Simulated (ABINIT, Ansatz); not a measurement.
# A GW run on NaHF2 (R-3m) in ABINIT, with inputs changed

A base run on NaHF2 (R-3m), then changed inputs.

Main program and level: ABINIT 10.8.3; PBEsol and many-body steps on it, plane waves.

**1. The starting structure**

Symmetry: R-3m, No. 166, trigonal system. The conventional cell has a = 3.474 Å, b = 3.474 Å, c = 13.750 Å, α = 90.00°, β = 90.00°, γ = 120.00°. Nearest to Na lie 6 F at 2.32 Å. Nearest to H lie 2 F at 1.13 Å. F has 1 H at 1.13 Å and 3 Na at 2.32 Å nearest. Farther neighbours and most contacts between anions are not listed.

The cell and positions come from the Crystallography Open Database and are kept as given unless a step says otherwise.

**2. Screening, 4×4×4 mesh, 43 bands, screening to 114.3 eV**

This step: ABINIT 10.8.3; RPA screening on PBEsol, plane waves, norm-conserving pseudopotentials.

The RPA dielectric matrix is built and inverted for each q.

File run.abi:

```
acell 3*1.0 Angstrom
rprim 
  1.737000000015 1.002857417591 4.583333333300
  -1.737000000015 1.002857417591 4.583333333300
  -0.000000000000 -2.005714835182 4.583333333300
ntypat 3
znucl 11 1 9
natom 4
typat 1 2 3 3
xred 
  0.000000000000 0.000000000000 0.000000000000
  0.500000000000 0.500000000000 0.500000000000
  0.417600000000 0.417600000000 0.417600000000
  0.582400000000 0.582400000000 0.582400000000
pp_dirpath "pseudos"
pseudos "Na.upf, H.upf, F.upf"
ecut 38
ngkpt 4 4 4
nshiftk 1
shiftk 0 0 0
kptopt 1
chksymbreak 0
istwfk *1
occopt 1
irdwfk 1
optdriver 3
nband 43
ecuteps 4.2
inclvkb 2
awtr 1
symchi 1
indata_prefix "in"
outdata_prefix "out"
tmpdata_prefix "tmp"
```

Run with:

```sh
> OMP_NUM_THREADS=1 mpirun -n 4 abinit run.abi > log
```

Output:

```text
.Version 10.8.3 of ABINIT. v10.8.2 released Aug 2026.

 Symmetries : space group R-3 m (#166); Bravais hR (rhombohedral)
[... echo of the input left out ...]
== DATASET  1 ==================================================================
-   mpi_nproc: 4, omp_nthreads: 1 (-1 if OMP is not activated)

--- !DatasetInfo
iteration_state: {dtset: 1, }
dimensions: {natom: 4, nkpt: 13, mband: 43, nsppol: 1, nspinor: 1, nspden: 1, mpw: 3640, }
cutoff_energies: {ecut:  38.0, pawecutdg:  -1.0, }
electrons: {nelect:   2.40000000E+01, charge:   0.00000000E+00, occopt:   1.00000000E+00, tsmear:   1.00000000E-02, }

 SCREENING: Calculation of the susceptibility and dielectric matrices

 Based on a program developped by R.W. Godby, V. Olevano, G. Onida, and L. Reining.
 Incorporated in ABINIT by V. Olevano, G.-M. Rignanese, and M. Torrent.
.Using double precision arithmetic ; gwpc =  8

[... cell and pseudopotentials left out ...]
--------------------------------------------------------------------------------

 ==== K-mesh for the wavefunctions ====
 Number of points in the irreducible wedge :    13
[... list of points left out ...]
 Together with 12 symmetry operations and time-reversal symmetry
 yields    64 points in the full Brillouin Zone.

 ==== Q-mesh for the screening function ====
 Number of points in the irreducible wedge :    13
[... list of points left out ...]
 Together with 12 symmetry operations and time-reversal symmetry
 yields    64 points in the full Brillouin Zone.

 setmesh: FFT mesh size selected  =    36x   36x   36
          total number of points  =        46656

 vcoul_init : cutoff-mode = AUXILIARY_FUNCTION
 q-points for optical limit:   1
     1)      0.000010    0.000020    0.000030

- screening: taking advantage of time-reversal symmetry
- Maximum band index for partially occupied states nbvw = 12
- Remaining bands to be divided among processors   nbcw = 31
- Number of bands treated by each node ~7

 Number of electrons calculated from density =   24.0000; Expected =   24.0000
 average of density, n =  0.074241
 r_s =    1.4760
 omega_plasma =   26.2831 [eV]

 calculating chi0 at frequencies [eV] :
  1    0.000000E+00    0.000000E+00
  2    0.000000E+00    2.628313E+01

--------------------------------------------------------------------------------
  q-point number  1        q = ( 0.000000, 0.000000, 0.000000) [r.l.u.]
--------------------------------------------------------------------------------
[... chi0 elements left out ...]
 For q-point:  0.000010 0.000020 0.000030
  dielectric constant =   1.6556
  dielectric constant without local fields =   1.7305

  Average fulfillment of the sum rule on Im[epsilon] for q-point    1 :     28.09  [%]
[... wings left out ...]
  q-point number  2        q = ( 0.250000, 0.000000, 0.000000) [r.l.u.]
--------------------------------------------------------------------------------
[... chi0 elements left out ...]
  Average fulfillment of the sum rule on Im[epsilon] for q-point    2 :     38.01  [%]

 [... 11 further q-points ...]
```

Elapsed: 88 s, on 4 MPI ranks of Arm Neoverse N1, shared host; peak memory 1.2 GiB.

This step gave:

| Property | Result |
| --- | --- |
| ε∞ with local fields, on this mesh, along the program's q direction | 1.656 |
| the same without local fields | 1.730 |
| plasma frequency | 26.28 eV |
| plane waves in the screening matrix | 115 |

Local fields lower ε∞ by 4 %.

**3. Base**

The self-energy is evaluated for the states that the input lists, and the levels follow from it, in one-shot runs by the linearised quasiparticle equation.

This step: G0W0 on PBEsol, plane waves, norm-conserving pseudopotentials.

Edit run.abi of step 2 so:

```diff
@@ -25,8 +25,17 @@
 irdwfk 1
-optdriver 3
+optdriver 4
 nband 43
+gwcalctyp 0
+ecutsigx 38
+symsigma 1
+nkptgw 2
+kptgw 
+  0.5000000000 0.5000000000 0.5000000000
+  0.0000000000 0.0000000000 0.0000000000
+bdgw 
+  11 14
+  10 14
 ecuteps 4.2
-inclvkb 2
-awtr 1
-symchi 1
+irdscr 1
+ppmodel 1
 indata_prefix "in"
```

Output:

```text
.Version 10.8.3 of ABINIT. v10.8.2 released Aug 2026.

 Symmetries : space group R-3 m (#166); Bravais hR (rhombohedral)
[... echo of the input left out ...]
== DATASET  1 ==================================================================
-   mpi_nproc: 4, omp_nthreads: 1 (-1 if OMP is not activated)

--- !DatasetInfo
iteration_state: {dtset: 1, }
dimensions: {natom: 4, nkpt: 13, mband: 43, nsppol: 1, nspinor: 1, nspden: 1, mpw: 3640, }
cutoff_energies: {ecut:  38.0, pawecutdg:  -1.0, }
electrons: {nelect:   2.40000000E+01, charge:   0.00000000E+00, occopt:   1.00000000E+00, tsmear:   1.00000000E-02, }

 SIGMA: Calculation of the GW corrections

 Based on a program developped by R.W. Godby, V. Olevano, G. Onida, and L. Reining.
 Incorporated in ABINIT by V. Olevano, G.-M. Rignanese, and M. Torrent.
.Using double precision arithmetic ; gwpc =  8

[... cell and pseudopotentials left out ...]
--------------------------------------------------------------------------------

 ==== K-mesh for the wavefunctions ====
 Number of points in the irreducible wedge :    13
[... list of points left out ...]
 Together with 12 symmetry operations and time-reversal symmetry
 yields    64 points in the full Brillouin Zone.

 ==== Q-mesh for screening function ====
 Number of points in the irreducible wedge :    13
[... list of points left out ...]
 Together with 12 symmetry operations and time-reversal symmetry
 yields    64 points in the full Brillouin Zone.

 vcoul_init : cutoff-mode = AUXILIARY_FUNCTION
 q-points for optical limit:   1
     1)      0.000010    0.000020    0.000030
 setmesh: FFT mesh size selected  =    54x   54x   54
          total number of points  =       157464

 Number of electrons calculated from density =   24.0000; Expected =   24.0000
 average of density, n =  0.074241
 r_s =    1.4760
 omega_plasma =   26.2831 [eV]

 === KS Band Gaps ===
  >>>> For spin  1
   Minimum direct gap =   7.1316 [eV], located at k-point      :   0.0000  0.0000  0.0000
   Fundamental gap    =   6.9313 [eV], Top of valence bands at :   0.5000  0.5000  0.5000
                                       Bottom of conduction at :   0.0000  0.0000  0.0000
 SIGMA fundamental parameters:
 PLASMON POLE MODEL  1
 number of plane-waves for SigmaX                 3607
 number of plane-waves for SigmaC and W            115
 number of plane-waves for wavefunctions          3607
 number of bands                                    43
 number of independent spin polarizations            1
 number of spinorial components                      1
 number of k-points in IBZ                          13
 number of q-points in IBZ                          13
 number of symmetry operations                      12
 number of k-points in BZ                           64
 number of q-points in BZ                           64
 number of frequencies for dSigma/dE                 9
 frequency step for dSigma/dE [eV]                0.25
 number of omega for Sigma on real axis              0
 max omega for Sigma on real axis  [eV]           0.00
 zcut for avoiding poles [eV]                     0.10

 EPSILON^-1 parameters (SCR file):
 dimension of the eps^-1 matrix on file            115
 dimension of the eps^-1 matrix used               115
 number of plane-waves for wavefunctions          3607
 number of bands                                    43
 number of q-points in IBZ                          13
 number of frequencies                               2
 number of real frequencies                          1
 number of imag frequencies                          1

 matrix elements of self-energy operator (all in [eV])

 Perturbative Calculation

--- !SelfEnergy_ee
iteration_state: {dtset: 1, }
kpoint     : [   0.500,    0.500,    0.500, ]
spin       : 1
KS_gap     :    8.690
QP_gap     :   13.281
Delta_QP_KS:    4.591
data: !SigmaeeData |
     Band     E0 <VxcDFT>   SigX SigC(E0)      Z dSigC/dE  Sig(E)    E-E0       E
       11  -3.442 -22.457 -30.582   4.650   0.834  -0.199 -25.355  -2.898  -6.340
       12  -3.442 -22.457 -30.582   4.650   0.834  -0.199 -25.355  -2.898  -6.340
       13   5.248  -7.722  -3.833  -2.040   0.915  -0.093  -6.029   1.693   6.941
       14   6.328 -10.325  -5.836  -2.083   0.906  -0.103  -8.145   2.180   8.508

--- !SelfEnergy_ee
iteration_state: {dtset: 1, }
kpoint     : [   0.000,    0.000,    0.000, ]
spin       : 1
KS_gap     :    7.132
QP_gap     :   11.471
Delta_QP_KS:    4.339
data: !SigmaeeData |
     Band     E0 <VxcDFT>   SigX SigC(E0)      Z dSigC/dE  Sig(E)    E-E0       E
       10  -3.668 -22.031 -30.205   4.627   0.834  -0.199 -24.988  -2.957  -6.625
       11  -3.668 -22.031 -30.205   4.627   0.834  -0.199 -24.988  -2.957  -6.625
       12  -3.642 -23.108 -30.379   4.129   0.843  -0.186 -25.756  -2.649  -6.291
       13   3.489  -8.257  -4.342  -2.070   0.916  -0.092  -6.567   1.690   5.179
       14   9.789  -7.583  -3.079  -2.286   0.914  -0.094  -5.556   2.027  11.816

== END DATASET(S) ==============================================================
================================================================================

 -outvars: echo values of variables after computation  --------
           etotal      0.0000000000E+00
            nband          43
             nkpt          13
          spgroup         166
 [... the other variables as echoed above ...]

 Calculation completed.
```

Elapsed: 9.2 s, on 4 MPI ranks; peak memory 0.57 GiB; 36 s of CPU time.

This step gave:

```
G0W0 gap on the points computed              : 11.47 eV
starting gap on the mesh                     : 6.931 eV
k of the valence top                         : 0, 0, 0
k of the conduction bottom                   : 0, 0, 0
Z at the valence top                         : 0.843
Z at the conduction bottom                   : 0.916
least direct G0W0 gap on the computed points : 11.47 eV
```

The gap on the mesh goes from 6.93 eV to 11.47 eV, a correction of +4.54 eV.

**4. Broadening of the poles**

Edit run.abi of step 3 so:

```diff
@@ -40,2 +40,3 @@
 ppmodel 1
+zcut 0.5 eV
 indata_prefix "in"
```

Output:

```text
.Version 10.8.3 of ABINIT. v10.8.2 released Aug 2026.

 Symmetries : space group R-3 m (#166); Bravais hR (rhombohedral)
[... echo of the input left out ...]
== DATASET  1 ==================================================================
-   mpi_nproc: 4, omp_nthreads: 1 (-1 if OMP is not activated)

--- !DatasetInfo
iteration_state: {dtset: 1, }
dimensions: {natom: 4, nkpt: 13, mband: 43, nsppol: 1, nspinor: 1, nspden: 1, mpw: 3640, }
cutoff_energies: {ecut:  38.0, pawecutdg:  -1.0, }
electrons: {nelect:   2.40000000E+01, charge:   0.00000000E+00, occopt:   1.00000000E+00, tsmear:   1.00000000E-02, }

 SIGMA: Calculation of the GW corrections

 Based on a program developped by R.W. Godby, V. Olevano, G. Onida, and L. Reining.
 Incorporated in ABINIT by V. Olevano, G.-M. Rignanese, and M. Torrent.
.Using double precision arithmetic ; gwpc =  8

[... cell and pseudopotentials left out ...]
--------------------------------------------------------------------------------

 ==== K-mesh for the wavefunctions ====
 Number of points in the irreducible wedge :    13
[... list of points left out ...]
 Together with 12 symmetry operations and time-reversal symmetry
 yields    64 points in the full Brillouin Zone.

 ==== Q-mesh for screening function ====
 Number of points in the irreducible wedge :    13
[... list of points left out ...]
 Together with 12 symmetry operations and time-reversal symmetry
 yields    64 points in the full Brillouin Zone.

 vcoul_init : cutoff-mode = AUXILIARY_FUNCTION
 q-points for optical limit:   1
     1)      0.000010    0.000020    0.000030
 setmesh: FFT mesh size selected  =    54x   54x   54
          total number of points  =       157464

 Number of electrons calculated from density =   24.0000; Expected =   24.0000
[...]
number of omega for Sigma on real axis              0
 max omega for Sigma on real axis  [eV]           0.00
 zcut for avoiding poles [eV]                     0.50

 EPSILON^-1 parameters (SCR file):
 dimension of the eps^-1 matrix on file            115
 dimension of the eps^-1 matrix used               115
 number of plane-waves for wavefunctions          3607
 number of bands                                    43
 number of q-points in IBZ                          13
 number of frequencies                               2
 number of real frequencies                          1
 number of imag frequencies                          1

 matrix elements of self-energy operator (all in [eV])

 Perturbative Calculation

--- !SelfEnergy_ee
iteration_state: {dtset: 1, }
kpoint     : [   0.500,    0.500,    0.500, ]
spin       : 1
KS_gap     :    8.690
QP_gap     :   13.281
Delta_QP_KS:    4.591
data: !SigmaeeData |
     Band     E0 <VxcDFT>   SigX SigC(E0)      Z dSigC/dE  Sig(E)    E-E0       E
       11  -3.442 -22.457 -30.582   4.650   0.834  -0.199 -25.355  -2.898  -6.340
       12  -3.442 -22.457 -30.582   4.650   0.834  -0.199 -25.355  -2.898  -6.340
       13   5.248  -7.722  -3.833  -2.040   0.915  -0.093  -6.029   1.693   6.941
[...]
--- !SelfEnergy_ee
iteration_state: {dtset: 1, }
kpoint     : [   0.000,    0.000,    0.000, ]
spin       : 1
KS_gap     :    7.132
QP_gap     :   11.471
Delta_QP_KS:    4.339
data: !SigmaeeData |
     Band     E0 <VxcDFT>   SigX SigC(E0)      Z dSigC/dE  Sig(E)    E-E0       E
[...]
13   3.489  -8.257  -4.342  -2.070   0.916  -0.092  -6.567   1.690   5.179
       14   9.789  -7.583  -3.079  -2.286   0.914  -0.094  -5.556   2.027  11.816

== END DATASET(S) ==============================================================
================================================================================

 -outvars: echo values of variables after computation  --------
           etotal      0.0000000000E+00
            nband          43
             nkpt          13
          spgroup         166
 [... the other variables as echoed above ...]

 Calculation completed.
```

Run time: 9.3 s. Hardware: 4 MPI ranks; peak memory 0.85 GiB; 37 s of CPU time.

This step gave:

```yaml
g0w0_gap_on_the_points_computed: 11.47 eV
starting_gap_on_the_mesh: 6.931 eV
k_of_the_valence_top: 0, 0, 0
k_of_the_conduction_bottom: 0, 0, 0
z_at_the_valence_top: 0.843
z_at_the_conduction_bottom: 0.916
least_direct_g0w0_gap_on_the_computed_points: 11.47 eV
```

Against G0W0 in ABINIT (4×4×4 mesh, 43 bands, screening to 114.3 eV, Godby-Needs plasmon pole), the gap moves by +0.000 eV.

**5. Point off the mesh**

Edit run.abi of step 4 so:

```diff
@@ -30,9 +30,7 @@
 symsigma 1
-nkptgw 2
+nkptgw 1
 kptgw 
-  0.5000000000 0.5000000000 0.5000000000
-  0.0000000000 0.0000000000 0.0000000000
+  0.137 0.291 0
 bdgw 
-  11 14
-  10 14
+  12 13
 ecuteps 4.2
@@ -40,3 +38,2 @@
 ppmodel 1
-zcut 0.5 eV
 indata_prefix "in"
```

Output:

```text
.Version 10.8.3 of ABINIT. v10.8.2 released Aug 2026.

 Symmetries : space group R-3 m (#166); Bravais hR (rhombohedral)
================================================================================
 Values of the parameters that define the memory need of the present run
     intxc =       0    ionmov =       0      iscf =       7    lmnmax =       5
     lnmax =       5     mgfft =      54  mpssoang =       3    mqgrid =    3001
     natom =       4  nloc_mem =       1    nspden =       1   nspinor =       1
    nsppol =       1      nsym =      12    n1xccc =    2501    ntypat =       3
    occopt =       1   xclevel =       2
-    mband =          43        mffmem =           1         mkmem =           4
       mpw =        3640          nfft =      157464          nkpt =          13
================================================================================
  Rough estimation (10% accuracy) of disk space for files :
================================================================================

--------------------------------------------------------------------------------
------------- Echo of variables that govern the present computation ------------
--------------------------------------------------------------------------------
 -outvars: echo values of preprocessed input variables --------
            acell      1.8897261259E+00  1.8897261259E+00  1.8897261259E+00 Bohr

             bdgw          12      13
      chksymbreak           0
             ecut      3.80000000E+01 Hartree
          ecuteps      4.20000000E+00 Hartree
         ecutsigx      3.80000000E+01 Hartree
          ecutwfn      3.80000000E+01 Hartree
-          fftalg         312
           irdscr           1
           irdwfk           1

              ixc     -116133
[...]
- H Generated using ONCVPSP code by D. R. Hamann
-  1.00000   1.00000  180301                  znucl, zion, pspdat
12 -116133 1 -1 1180                          pspcod,pspxc,lmax,lloc,mmax
     nproj     2     1     0
  pspatm : epsatm=    0.35585368
         --- l  ekb(1:nproj) -->
[...]
1   -0.494138
 pspatm: atomic psp has been read  and splines computed

- F Generated using ONCVPSP code by D. R. Hamann
-  9.00000   7.00000  180301                  znucl, zion, pspdat
12 -116133 2 -1 832                           pspcod,pspxc,lmax,lloc,mmax
     nproj     2     2     1
  pspatm : epsatm=    4.89824381
         --- l  ekb(1:nproj) -->
             0    6.506434    1.065875
             1   -3.978753   -1.295852
             2   -2.394754
 pspatm: atomic psp has been read  and splines computed

   4.67556705E+02                                ecore*ucvol(ha*bohr**3)
--------------------------------------------------------------------------------

 ==== K-mesh for the wavefunctions ====
 Number of points in the irreducible wedge :    13
 Reduced coordinates and weights :

     1)     0.00000000E+00  0.00000000E+00  0.00000000E+00       0.01563
     2)     2.50000000E-01  0.00000000E+00  0.00000000E+00       0.09375
     3)     5.00000000E-01  0.00000000E+00  0.00000000E+00       0.04688
[...]
12)    -2.50000000E-01  5.00000000E-01  2.50000000E-01       0.09375
    13)     5.00000000E-01  5.00000000E-01  5.00000000E-01       0.01563

 Together with 12 symmetry operations and time-reversal symmetry
 yields    64 points in the full Brillouin Zone.

--- !ERROR
message: |
    k-point [ 1.3700E-01,  2.9100E-01,  0.0000E+00]  not in the list of k points treated in the preparatory SCF run.
     Change kptgw, or shiftk of previous run.

--- !ERROR
message: |
    k-point [ 1.3700E-01,  2.9100E-01,  0.0000E+00]  not in the list of k points treated in the preparatory SCF run.
     Change kptgw, or shiftk of previous run.

--- from the log ---
k-point [ 1.3700E-01,  2.9100E-01,  0.0000E+00]  not in the list of k points treated in the preparatory SCF run.
     Change kptgw, or shiftk of previous run.
```

Elapsed: 2.8 s, on 4 MPI ranks; peak memory 0.06 GiB; 8.1 s of CPU time.

The run stopped with an error after 2.8 s.

The program's words: k-point [ 1.3700E-01,  2.9100E-01,  0.0000E+00]  not in the list of k points treated in the preparatory SCF run. Change kptgw, or shiftk of previous run.

The fault put into this input: point off the mesh.

**6. Side by side**

Times are wall times on 4 MPI ranks of Arm Neoverse N1, shared host, good to a factor of about two. A run's time includes the screening step that it read.

| run | mesh | bands | screening cutoff (eV) | DFT gap (eV) | gap on the mesh (eV) | direct (eV) | ε∞ used | time |
| --- | --- | --- | --- | --- | --- | --- | --- | --- |
| base | 4×4×4 | 43 | 114.3 | 6.931 | 11.470 | 11.470 | 1.66 | 97 s |
| broadening of the poles | 4×4×4 | 43 | 114.3 | 6.931 | 11.470 | 11.470 | 1.66 | 97 s |

**7. What came out**

```json
{"base": "11.470 eV", "broadening of the poles": "11.470 eV", "known limits": "not at the basis limit"}
```

In words: Broadening of the poles: no change against base (keys changed: zcut). Bands and cutoff are finite, so the gap is not at the basis limit. The miss can reach some tenths of an eV and take either sign; the mesh is an error of its own. In the first G0W0 run levels were corrected at 2 k points alone, so a gap called «on the mesh» is the least over those, and an edge elsewhere would be missed.

[Paths, hosts, dates, memory and timing lines, banners, echoed tables and standing remarks are left out of the program output.]

[Logs are printed without paths, hosts, clocks, repeated set-up lines and the standing remarks that a program may print on its own settings, such as how far it seeks lower states.]

[Runs of the session that timed out or met a known fault of the program may be left out.]

[No measured gap is set beside runs whose start may be inverted or whose files or cutoffs have a known fault.]

[Hosts, paths, dates, database ids (printed as entryN), source tags and the programs' standing remarks are cut or masked in the printed files.]

[G0W0 gaps are taken among the corrected bands and points alone; a level outside them can change the order at an edge.]

[Where Ansatz stands beside ABINIT at settings called matched, ABINIT's density can come from a denser mesh and the files from another edition; pairs whose starting gaps differed by over 0.03 eV were left out, so agreement reads better than it is.]
